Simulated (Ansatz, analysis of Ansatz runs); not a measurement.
# Mg2TiO4 (Imma), nudged elastic band: V_O hop (2.7 Å) (q = 0), part 2 of 2

Aim: the barrier of one jump in Mg2TiO4 (Imma) at charge 0: V_O hop (2.7 Å). The model is a cell of 56 host atoms with 1 O taken out; O is the atom that moves.

Ansatz 0.2.0; plane-wave PAW DFT, PBEsol; nudged elastic band between two relaxed defect structures.

So far, barrier forward (eV): step 4 (nudged elastic band, charge 0, PBEsol) 1.91; step 6 (barrier from single points, PBEsol, denser k-mesh) 1.82; step 8 (barrier from single points, LDA, LDA PBEsol, analysis of Ansatz runs) 1.58; step 10 (barrier from single points, r2SCAN) 2.13.

## Step 11: Single point at the top of the path, PBEsol

A single point at the top of the band gives the levels near the gap and the populations there.

This step: plane-wave PAW DFT, PBEsol; single point of a defect supercell on a structure of the PBEsol path.

File q0.top.probe/input.yaml:

```yaml
crystal:
  lattice:
    - [5.93160526, 5.95895149, 0.0]
    - [-5.93160526, 5.95895149, 0.0]
    - [0.0, 0.0, 8.47824647]
  atoms:
    - { symbol: Mg, position: [0.34485816, 0.34458039, 0.10559547] }
    - { symbol: Mg, position: [0.37514747, 0.87705654, 0.63533887] }
[... 5 atom lines left out ...]
    - { symbol: Mg, position: [0.77409179, 0.50667742, 0.2299264] }
[... 3 atom lines left out ...]
    - { symbol: Mg, position: [0.50619871, 0.76718223, 0.25779696] }
[... 2 atom lines left out ...]
    - { symbol: Mg, position: [0.62039076, 0.15442968, 0.36825775] }
[... 4 atom lines left out ...]
    - { symbol: Ti, position: [0.75092967, 0.77872711, 0.49300363] }
[... 3 atom lines left out ...]
    - { symbol: Ti, position: [0.47640646, 0.50839574, 0.52602496] }
[... 3 atom lines left out ...]
    - { symbol: O, position: [0.50707698, 0.7379299, 0.49823975] }
[... 6 atom lines left out ...]
    - { symbol: O, position: [0.62907569, 0.47790923, 0.39048628] }
[... 3 atom lines left out ...]
    - { symbol: O, position: [0.74382194, 0.7422372, 0.26945171] }
[... 2 atom lines left out ...]
    - { symbol: O, position: [0.76481129, 0.25551716, 0.21703078] }
[... 1 atom line left out ...]
    - { symbol: O, position: [0.2565669, 0.491737, 0.50114583] }
[... 3 atom lines left out ...]
    - { symbol: O, position: [0.49078843, 0.49195712, 0.74055171] }
[... 3 atom lines left out ...]
    - { symbol: O, position: [0.4700834, 0.25650787, 0.51824397] }
[... 2 atom lines left out ...]
    - { symbol: O, position: [0.98367274, 0.75994099, 0.4992133] }
basis:
  ecutwfc: 420
  xc_grid: 2
hamiltonian:
  xc: pbesol
kpoints:
  mp_grid: { grid: [1, 1, 1], shift: [0.25, 0.25, 0.25] }
scf:
  occupations: { method: fixed }
  max_iter: 150
output:
  forces: true
  eigenvalues: true
  eigenstates: { localisation: true }
  populations: true
  write_density: true
  write_potential: true
  volumetric_format: npy
  elf: true
checkpoint:
  write: "../q0.top.probe.run"
  compress: false
  write_wavefunctions: false
  write_every: 100000
```

Run with:

```sh
ansatz run input.yaml --threads 4 --pin off --max-ram 14131MiB --backend cpu --events-out ev --progress --plain --runs-dir out
```

It took 21 s on 4 threads of Arm Neoverse V1, shared host; peak memory 1.2 GiB; 81 s of CPU time.

Read from the output:

* free energy: -67846.9797 eV

From eigenstates.tsv, first k-point; energies on the run's zero. The participation number counts the atoms that a state is spread over, of 55; bands count from 0.

```csv
spin,band,energy (eV),occupation,participation,largest share on,share
both,215,6.669,2.00,18.1,O49,0.13
both,216,6.717,2.00,21.0,O33,0.11
both,217,6.738,2.00,21.9,O38,0.11
both,218,6.795,2.00,22.0,O49,0.08
both,219,7.087,2.00,5.8,O35,0.36
both,220,10.118,2.00,11.1,Ti21,0.17
both,221,10.153,0.00,11.2,Ti21,0.16
both,222,10.451,0.00,5.8,Ti19,0.29
both,223,10.617,0.00,13.0,Ti18,0.14
both,224,10.707,0.00,8.9,Ti22,0.24
both,225,10.724,0.00,9.1,Ti24,0.24
```

Under PBEsol at one point at (¼, ¼, ¼), the highest filled state is spread over 11 of 55 atoms, and the lowest empty one, 0.04 eV above it, is spread over 11 of 55 atoms.

Valence electrons by atom (Löwdin), nearest atoms first, with the excess over far atoms of the same element, which can also hold differences between inequivalent host sites (the log counts sites from 0):

| atom | distance from the centre (Å) | electrons | excess |
| --- | --- | --- | --- |
| O35 | 0.28 | 6.875 | -0.159 |
| Ti24 | 1.71 | 10.844 | 0.020 |
| Mg8 | 1.84 | 8.430 | 0.002 |
| O28 | 2.34 | 6.985 | -0.049 |
| O39 | 2.42 | 7.112 | 0.078 |
| Mg12 | 2.60 | 8.436 | 0.008 |
| Ti20 | 2.67 | 10.839 | 0.015 |
| O52 | 2.73 | 6.964 | -0.069 |

ELF in the ac plane at fractional y = 0.510, through the centre, with atoms of Mg and Ti and O within 0.45 Å of it. It is the smooth field of the valence electrons, not physical close to the nuclei.

Values, 13 rows by 16 columns, each cell a mean:
```
0.44 0.36 0.47 0.73 0.73 0.69 0.18 0.03 0.03 0.05 0.41 0.79 0.75 0.72 0.24 0.49
0.48 0.33 0.19 0.36 0.38 0.21 0.13 0.38 0.43 0.12 0.05 0.32 0.51 0.26 0.18 0.41
0.57 0.75 0.21 0.30 0.32 0.12 0.56 0.78 0.79 0.62 0.13 0.03 0.04 0.09 0.56 0.75
0.73 0.73 0.18 0.33 0.33 0.15 0.67 0.69 0.67 0.75 0.29 0.03 0.01 0.12 0.59 0.79
0.51 0.29 0.09 0.21 0.26 0.16 0.25 0.46 0.48 0.35 0.13 0.02 0.01 0.04 0.26 0.50
0.04 0.07 0.43 0.77 0.78 0.54 0.37 0.41 0.51 0.22 0.10 0.12 0.04 0.01 0.02 0.05
0.01 0.13 0.64 0.78 0.61 0.68 0.37 0.45 0.44 0.38 0.63 0.56 0.24 0.03 0.01 0.01
0.09 0.04 0.23 0.67 0.74 0.58 0.13 0.24 0.38 0.74 0.72 0.78 0.41 0.05 0.04 0.10
0.62 0.30 0.05 0.11 0.20 0.15 0.05 0.15 0.57 0.78 0.78 0.54 0.17 0.05 0.27 0.60
0.69 0.77 0.33 0.03 0.02 0.02 0.02 0.09 0.30 0.47 0.31 0.25 0.31 0.28 0.43 0.77
0.69 0.72 0.25 0.06 0.09 0.07 0.03 0.02 0.04 0.06 0.03 0.20 0.31 0.21 0.42 0.76
0.42 0.22 0.20 0.54 0.63 0.47 0.14 0.02 0.02 0.05 0.28 0.48 0.50 0.37 0.17 0.34
0.37 0.42 0.50 0.69 0.68 0.75 0.30 0.03 0.02 0.10 0.56 0.79 0.65 0.75 0.29 0.50
```
Columns run along a (8.4 Å), rows up along c (8.5 Å). Atoms in or near the plane, at fractional coordinates: Mg at (0.24, 0.75), Mg at (0.77, 0.23), Ti at (0.01, 0.00), Ti at (0.48, 0.53), O at (0.24, 0.99), O at (0.01, 0.77), O at (0.63, 0.39), O at (0.26, 0.50), O at (0.77, 0.00), O at (0.49, 0.74), O at (0.00, 0.22).

Electrostatic potential energy in the ac plane at fractional y = 0.510, through the centre, with atoms of Mg and Ti and O within 0.45 Å of it. With pseudopotentials it is smooth inside the atoms' cores, unlike the true potential.

Ten even steps from '0' (-40 eV) to '9' (13 eV), each cell a mean:
```
124750049999999984127741
346885589999998887679863
678998899999998889999987
579886678999998889999996
027851047984479899999972
027820017841049999999971
258840037851149999999984
899975468874479999999999
999998888876689999999999
999998888642358999999999
999984247521137999999999
999971026421137999999999
999972137632246789999999
999897679865663249999999
998889999988872038999999
998889999999984358888999
689999999999999886347898
148999999999999972004873
028999999999999861003761
259999999999999974116883
789999999999999988778887
568999899999999998889876
235874379999999996348852
124740039999999983016731
```
Columns run along a (8.4 Å; values clipped at the 3rd and 97th percentile), rows up along c (8.5 Å). Atoms in or near the plane, at fractional coordinates: Mg at (0.24, 0.75), Mg at (0.77, 0.23), Ti at (0.01, 0.00), Ti at (0.48, 0.53), O at (0.24, 0.99), O at (0.01, 0.77), O at (0.63, 0.39), O at (0.26, 0.50), O at (0.77, 0.00), O at (0.49, 0.74), O at (0.00, 0.22).

Valence density in the ac plane at fractional y = 0.510, through the centre, with atoms of Mg and Ti and O within 0.45 Å of it. It is the smooth field of the valence electrons, not physical close to the nuclei.

Ten steps, logarithmic in the rise over the least value, from '0' (0 e/Å³) to '9' (22 e/Å³), each cell a mean:
```
874356752000000135664257
652235531000000123442135
321112211000000011211113
542112210012221000000124
763137741135532000000136
764259972256752100000146
653148851256652000000135
321014421235531000000012
110001111123321000000001
000012322256531000000000
000135653478752000000000
000146764478752210000000
000136653356644431000000
000124432123345652100000
000011111001246753100000
111000000000135542100011
432100000000012323541123
653100000000001126984235
763100000000000017995246
652100000000000004763235
431101100000000001221123
431122221000000012332123
753235542000000124553236
874357752100000136764357
```
Columns run along a (8.4 Å), rows up along c (8.5 Å). Atoms in or near the plane, at fractional coordinates: Mg at (0.24, 0.75), Mg at (0.77, 0.23), Ti at (0.01, 0.00), Ti at (0.48, 0.53), O at (0.24, 0.99), O at (0.01, 0.77), O at (0.63, 0.39), O at (0.26, 0.50), O at (0.77, 0.00), O at (0.49, 0.74), O at (0.00, 0.22).

The distance between the highest filled and the lowest empty level goes from 0.54 eV at the start to 0.04 eV at the top.

## Step 12: Summary of results

```json
{
 "barrier forward": "1.91 eV (in doubt, see below)",
 "barrier backward": "1.84 eV",
 "end less start": "0.06 eV",
 "hop length": "2.63 Å",
 "band iterations, as the log counts them": "23",
 "barrier from single points, PBEsol, denser k-mesh": "1.82 eV (in doubt, see below)",
 "barrier from single points, LDA": "1.58 eV (in doubt, see below)",
 "barrier from single points, r2SCAN": "2.13 eV (in doubt, see below)"
}
```

The top of the band lies 1.91 eV above the start and 1.84 eV above the end. The path has 2 maxima, and only the highest was climbed. On the mesh of more k-points the top lies 1.82 eV above the start and 1.72 eV above the end, so the band's own sampling is not converged. At the top filled and empty levels lie only 0.04 eV apart, so levels nearly cross there, and the barrier leans on occupations and spin. At the top O35 stands 1.74 Å from its nearest Ti, 0.17 Å closer than at the start. Across functionals on this path (PBEsol 1.909, LDA 1.581 and r2SCAN 2.129 eV) the forward values spread by 0.548 eV. The order of the top as a saddle was not checked for all atoms, so a bent path could be lower. Keep in mind: one k-point off the zone centre stands for the whole zone; periodic copies of the defect are only 8.4 Å apart.

[Logs are printed without paths, hosts, clocks, repeated set-up lines and the standing remarks that a program may print on its own settings, such as how far it seeks lower states.]

[Hosts, paths, dates, database ids (printed as entryN), source tags and the programs' standing remarks are cut or masked in the printed files.]
